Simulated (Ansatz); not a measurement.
# Transmission past a defect: Cu wire along [110], 4 atoms a period, vacancy of one Cu, part 2 of 4

What does the defect do to the conductance?

Ansatz 0.2.0; DFT PBE, plane waves, PAW; relaxation of a wire's period (the session's first sound run).

So far. Step 2 (The relaxed wire): The cell's length comes to 2.434 Å with spin left out.

## Step 3: The wire at its relaxed period

This step: DFT PBE, plane waves, PAW; channels and complex bands of a perfect wire (Ansatz 0.2.0).

At the relaxed period the Bloch states of the perfect wire are found at each energy: those that move forward count the open channels, and those that decay describe how a disturbance dies away inside the wire itself. An energy step of 0.035 eV is under the 0.039 eV that the program asks for its thermal average at 300 K.

Input file input.yaml:

```yaml
crystal:
  lattice:
    - [8.615, 0.0, 0.0]
    - [0.0, 10.65, 0.0]
    - [0.0, 0.0, 2.4341945618]
  atoms:
    - { symbol: Cu, position: [0.393193592, 0.44203737, 0.0] }
    - { symbol: Cu, position: [0.598664468, 0.331705733, 0.5] }
    - { symbol: Cu, position: [0.606806408, 0.55796263, 0.5] }
    - { symbol: Cu, position: [0.401335532, 0.668294267, 0.0] }
kpoints:
  mp_grid: { grid: [1, 1, 33] }
scf:
  occupations: { method: fermi_dirac, width: 0.05 }
hamiltonian:
  xc: pbe
output:
  transmission:
    e_range: [-1.26, 1.26]
    de: 0.035
    kmesh: [1, 1]
    reduced_basis: true
    leads: [[0, 0]]
basis:
  ecutwfc: "350 eV"
```

Launch:

```bash
$ ansatz run input.yaml --threads 4 --pin off --max-ram 16384MiB --backend cpu --events-out ev --progress --plain --runs-dir out
```

Numbers of over 12 decimals in the logs are rounded to 6 here.

The log of the run:

```text
Warning: basis.ecutwfc = 350 eV is below the records' recommended 420 eV, and the density's cutoff is lower with it unless basis.ecutrho_ratio is high enough to keep the records' density cutoff: compare with a run at a higher cutoff
[...]
Crystal: 4 atoms, lattice volume = 223.337 Å³
Basis set: ecut = 350 eV, 3329 PW (Γ)
Bands: 46, of which v1, the nominal top of the filled ones, is band 38 counted from 1 (37 counted from 0)
Symmetry: 4 space group operations
[...]
k-points: 17 of 33
[...]
SCF iter   1: F=—  HF=-26496.535687 eV  |F-HF|=—  |Δ(HF+E_count)|=         —  Δρ=2.08e-3  dr2=2.19e-2  ethr=1.77e-3  ⟨swp⟩=7.0  Hψ=3295  notcnv=0  defer=8
[...]
SCF iter   9: F=-26496.538210 eV  HF=-26496.538210 eV  |F-HF|=4.62e-8  |Δ(HF+E_count)|=   7.19e-8  Δρ=4.91e-6  dr2=8.92e-8  ethr=1.32e-10  ⟨swp⟩=9.8  Hψ=2685  notcnv=0
SCF 1 converged in 9 iterations: F = -26496.538210 eV  dr2 = 8.92e-8
[...]
transmission: 3 of 18 steps passed
transmission: 6 of 18 steps passed
[...]
transmission: 18 of 18 steps passed
SCF converged after 9 iterations
Free energy (F): -26496.538210 eV
[...]
Internal energy: -26496.520751 eV  (E = F + TS)
E sigma→0 (E₀):  -26496.529481 eV
Entropy (-TS):   -0.017459 eV (-4.365 meV/atom)
Fermi energy:    0.178229 eV
[...]
--- Band table (eV; the first three rows and the last of 17) ---
  k-point 0: bands = [... 34 lower, -1.2457, -1.1694, -1.0508, -1.0229, -0.7587, 0.1468, 1.3797, 1.8404, ... 4 higher]
  k-point 1: bands = [... 34 lower, -1.2542, -1.1812, -1.0616, -1.0422, -0.7239, 0.1769, 1.4197, 1.8742, ... 4 higher]
  k-point 2: bands = [... 34 lower, -1.2511, -1.2157, -1.0938, -1.0840, -0.6321, 0.2629, 1.5358, 1.9740, ... 4 higher]
  k-point 16: bands = [... 34 lower, -0.9774, -0.9501, 1.0161, 1.6305, 3.1508, 3.7318, 5.0060, 5.4924, ... 4 higher]
--- Transmission ---
  basis      : 671 plane waves across, 3 finite elements along
  points     : 1, standing for a mesh of 1 x 1
  filling    : by the input's occupations and mesh, since the crystals that have channels conduct as metals do. If one of these is a semiconductor, that mesh has misplaced its level
  energies   : 73 from -1.260000 to 1.260000 eV about the Fermi level, 0.035000 eV apart; the leads are filled to 0.000000 eV, and channels, transmission and decay are at 0.000000 eV
  crystal 0  : Cu4, at the sites [0, 0], period 2.4342 Å: whole cells are its period
    offset         : up to 0.0000 Å between an atom of the period and one for which it stands
    filled         : 4.4 meV over the level at which it is neutral
    channels       : 4.000000e0 a spin
    conductance    : 3.1888e14 S/m² at 300 K; may be off by some 0.0 % by where its bands' edges are placed, 0.8 % from the distance to neutral
```

Run time: 69 s. Hardware: 4 threads of Arm Neoverse V1, shared host; peak memory 1.2 GiB.

This step gave:

```yaml
energy_at_zero_smearing: -26496.5295 eV
channels_at_the_energy_nearest_the_fermi_level_one_spin: 4
conductance_of_the_lead_as_this_run_defines_it: 3.776 G₀
band_gap: 0 eV
```

The open channels of the lead, one spin by energy, zero at the Fermi level:

| energy (eV) | open channels of the lead, one spin |
| --- | --- |
| -1.26 | 6 |
| -1.19 | 4 |
| -1.08 | 2 |
| -1.01 | 2 |
| -0.91 | 3 |
| -0.84 | 3 |
| -0.73 | 3 |
| -0.67 | 3 |
| -0.56 | 3 |
| -0.49 | 3 |
| -0.39 | 3 |
| -0.32 | 3 |
| -0.21 | 3 |
| -0.14 | 3 |
| -0.04 | 3 |
| 0.00 | 4 |
| 0.04 | 4 |
| 0.14 | 4 |
| 0.21 | 4 |
| 0.32 | 4 |
| 0.39 | 4 |
| 0.49 | 4 |
| 0.56 | 4 |
| 0.67 | 4 |
| 0.73 | 4 |
| 0.84 | 4 |
| 0.91 | 4 |
| 1.01 | 4 |
| 1.08 | 4 |
| 1.19 | 4 |
| 1.26 | 5 |

The slowest values at each energy, most degenerate partners merged, listed up to 1.5 1/Å. The Im kz of the slowest decaying states by energy, zero at the Fermi level:

```
energy (eV)  decay 1 (Å⁻¹)  decay 2 (Å⁻¹)  decay 3 (Å⁻¹)  decay 4 (Å⁻¹)
     -1.190         0.0630          0.124          0.206          0.249
     -1.085          0.132          0.136          0.173          0.271
     -1.015          0.107          0.208          0.212          0.304
     -0.910          0.241          0.292          0.329          0.341
     -0.805          0.259          0.342          0.353          0.368
     -0.700          0.267          0.351          0.388          0.404
     -0.595          0.266          0.357          0.404          0.449
     -0.490          0.256          0.361          0.416          0.459
     -0.385          0.237          0.363          0.425          0.461
     -0.315          0.218          0.363          0.430          0.461
     -0.210          0.180          0.361          0.435          0.459
     -0.105          0.119          0.358          0.438          0.456
      0.000          0.352          0.439          0.451          0.638
      0.105          0.345          0.439          0.445          0.665
      0.210          0.335          0.437          0.437          0.691
      0.315          0.324          0.428          0.434          0.716
      0.385          0.315          0.421          0.431          0.732
      0.490          0.299          0.409          0.426          0.755
      0.595          0.281          0.396          0.419          0.768
      0.700          0.259          0.381          0.411          0.767
      0.805          0.234          0.364          0.402          0.766
      0.910          0.203          0.344          0.391          0.763
      1.015          0.165          0.323          0.379          0.759
      1.085          0.131          0.307          0.371          0.756
      1.190         0.0407          0.280          0.356          0.751
```

By hand: the program gives 3.1888 × 10^14 S/m² over the cell's cross-section of 91.75 Å² = 9.175 × 10^-19 m², so one cell conducts 2.926 × 10^-4 S. Divided by G0 = 2e²/h = 7.748 × 10^-5 S this is 3.78 G0, a resistance of 3.42 kΩ.

At the computed energy nearest the Fermi level there are 4 channels a spin, and the thermal average gives 3.78 G₀.

(Continued in part 3 of 4.)

[Logs are printed without paths, hosts, clocks, repeated set-up lines and the standing remarks that a program may print on its own settings, such as how far it seeks lower states.]

[Hosts, paths, dates, database ids (printed as entryN), source tags and the programs' standing remarks are cut or masked in the printed files.]
